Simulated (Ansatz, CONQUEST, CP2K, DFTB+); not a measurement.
## Finding the fault: CP2K, H-capped Ge nanowire along [112] (40 atoms)

Program: CP2K 2026.2, a calculation on a cell of 16 Ge and 24 H, with vacuum.

The input, input.inp:

```
&GLOBAL
  PROJECT cell
  RUN_TYPE ENERGY_FORCE
  PRINT_LEVEL LOW
&END GLOBAL
&FORCE_EVAL
  METHOD QS
  &DFT
    BASIS_SET_FILE_NAME BASIS_MOLOPT_UZH
    POTENTIAL_FILE_NAME POTENTIAL_UZH
    &MGRID
      CUTOFF 40
      REL_CUTOFF 50
    &END MGRID
    &QS
      EPS_DEFAULT 1.0E-12
    &END QS
    &SCF
      SCF_GUESS ATOMIC
      EPS_SCF 1.0E-06
      MAX_SCF 60
      ADDED_MOS 14
      &DIAGONALIZATION
        ALGORITHM STANDARD
      &END DIAGONALIZATION
      &SMEAR ON
        METHOD FERMI_DIRAC
        ELECTRONIC_TEMPERATURE [K] 580
      &END SMEAR
      &MIXING
        METHOD BROYDEN_MIXING
        ALPHA 0.3
        NBROYDEN 8
      &END MIXING
      &PRINT
        &RESTART OFF
        &END RESTART
      &END PRINT
    &END SCF
    &XC
      &XC_FUNCTIONAL PBE
      &END XC_FUNCTIONAL
    &END XC
    &PRINT
      &MULLIKEN ON
      &END MULLIKEN
      &HIRSHFELD ON
        SHAPE_FUNCTION DENSITY
      &END HIRSHFELD
      &MO ON
        EIGENVALUES T
        OCCUPATION_NUMBERS T
        MO_INDEX_RANGE 33 56
        &EACH
          QS_SCF 0
        &END EACH
        ADD_LAST NUMERIC
      &END MO
    &END PRINT
  &END DFT
  &SUBSYS
    &CELL
      A 16.49888 0.00000 0.00000
      B 0.00000 19.14331 0.00000
      C 0.00000 0.00000 13.85921
    &END CELL
    &TOPOLOGY
      COORD_FILE_NAME structure.xyz
      COORD_FILE_FORMAT XYZ
    &END TOPOLOGY
    &KIND Ge
      BASIS_SET DZVP-MOLOPT-PBE-GTH-q4
      POTENTIAL GTH-PBE-q4
    &END KIND
    &KIND H
      BASIS_SET DZVP-MOLOPT-PBE-GTH-q1
      POTENTIAL GTH-PBE-q1
    &END KIND
  &END SUBSYS
  &PRINT
    &FORCES ON
    &END FORCES
  &END PRINT
&END FORCE_EVAL
```

The input, structure.xyz:

```xyz
40

Ge 7.23575 7.49690 0.03520
Ge 7.17074 8.29154 2.26113
Ge 7.19731 10.86000 2.34941
Ge 7.23162 11.56543 4.59544
Ge 9.20671 7.46991 3.41061
Ge 9.28854 8.35031 5.79398
Ge 9.25554 10.75911 5.72773
Ge 9.27732 11.63530 1.16085
Ge 7.32237 7.55854 6.89024
Ge 7.30917 8.34208 9.21776
[... 26 atom lines left out ...]
H 10.49395 7.85795 13.39146
H 10.52299 11.35313 11.99750
H 9.24993 13.11834 8.00078
H 10.50929 11.12265 8.83899
```

Started as:

```bash
OMP_NUM_THREADS=1 cp2k.psmp -i input.inp > output.txt
```

Numbers of over 12 decimals in the logs are rounded to 6 here.

Output:

```text
CP2K| version string:                                       CP2K version 2026.2
 CP2K| Input file name                                                 input.inp
 GLOBAL| Basis set file name                                    BASIS_MOLOPT_UZH
 GLOBAL| Potential file name                                       POTENTIAL_UZH
 GLOBAL| Run type                                                   ENERGY_FORCE
 GLOBAL| Total number of message passing processes                             1
 GLOBAL| Number of threads for this process                                    1
 TOTAL NUMBERS AND MAXIMUM NUMBERS
  Total number of            - Atomic kinds:                                   2
                             - Atoms:                                         40
                             - Shell sets:                                    40
                             - Shells:                                       152
                             - Primitive Cartesian functions:                184
                             - Cartesian basis functions:                    344
[... lines left out ...]
                        Smear method:                                FERMI_DIRAC
[... lines left out ...]
 Number of electrons:                                                         88
[... lines left out ...]
  Step     Update method      Time    Convergence         Total energy    Change
[... lines left out ...]
  *** SCF run converged in    34 steps ***
[... lines left out ...]
  Fermi energy:                                                -0.093929
  Total energy:                                               -76.890413
  Total energy (extrapolated to T->0):                        -76.890413
[... lines left out ...]
 MO|     35              -0.209922              -5.712263               2.000000
[...]
MO|     55               0.001870               0.050887               0.000000
 MO|     56               0.005926               0.161260               0.000000
 MO| Sum:                                                              88.000000
 MO| E(Fermi):           -0.093929 a.u.         -2.555947 eV
 MO| Band gap:            0.135371 a.u.          3.683621 eV
 !-----------------------------------------------------------------------------!
                     Mulliken Population Analysis
 #  Atom  Element  Kind  Atomic population                           Net charge
       1     Ge       1          3.818490                              0.181510
       2     Ge       1          4.003239                             -0.003239
       3     Ge       1          4.051719                             -0.051719
[...]
39     H        2          1.029466                             -0.029466
      40     H        2          0.966405                              0.033595
 # Total charge                             88.000000                 -0.000000
 !-----------------------------------------------------------------------------!
 !-----------------------------------------------------------------------------!
                           Hirshfeld Charges
  #Atom  Element  Kind  Ref Charge     Population                    Net charge
      1       Ge     1       4.000          3.885                         0.115
      2       Ge     1       4.000          3.928                         0.072
      3       Ge     1       4.000          3.940                         0.060
[...]
39       H      2       1.000          1.086                        -0.086
     40       H      2       1.000          0.977                         0.023
  Total Charge                                                           -0.003
 !-----------------------------------------------------------------------------!
 ENERGY| Total FORCE_EVAL ( QS ) energy [hartree]            -76.890411
 FORCES| Atomic forces [hartree/bohr]
 FORCES|   Atom     x               y               z               |f|
 FORCES|      1 -9.32257440E-04  2.74297105E-02 -2.14190049E-02   3.48142484E-02
 FORCES|      2  1.58309624E-02  2.15463548E-02  1.33715367E-02   2.98941929E-02
 FORCES|      3  5.29365589E-02 -3.11159998E-02  8.66853324E-03   6.20131291E-02
[...]
FORCES|     39 -1.94084484E+00  2.52835653E+00  2.64638957E+00   4.14280620E+00
 FORCES|     40 -1.83415161E+00 -1.08341053E+00  9.08948447E-01   2.31604788E+00
 FORCES| Sum     5.17915670E+00 -6.80218125E+00  4.27363435E+00
 FORCES| Total atomic force                                       9.55810046E+00
```

The job ended after 18 s (1 thread of Intel Xeon 6975P-C (Granite Rapids), shared host; peak memory 0.35 GiB).

Banners, paths, timers and routine set-up lines are dropped from the logs unmarked, and long logs keep their key lines alone; longer cuts are marked.

Against a plane-wave PBE reference and this program's sound run:

* energy less the same-level run's: -195.7 meV/atom
* r.m.s. force difference from the same-level run: 85640 meV/Å

**Question.** What is wrong with this input?

A grid cutoff far too low: cutoff 40 Ry. The sound run has cutoff 450 Ry.

The run converged all the same, so the exit status doesn't show the fault.

[Also dropped from logs without a mark: logging warnings of Python, and SIESTA's first energy breakdown and zero terms.]

[Logs are printed without paths, hosts, clocks, repeated set-up lines and the standing remarks that a program may print on its own settings, such as how far it seeks lower states.]

[Hosts, paths, dates, database ids (printed as entryN), source tags and the programs' standing remarks are cut or masked in the printed files.]
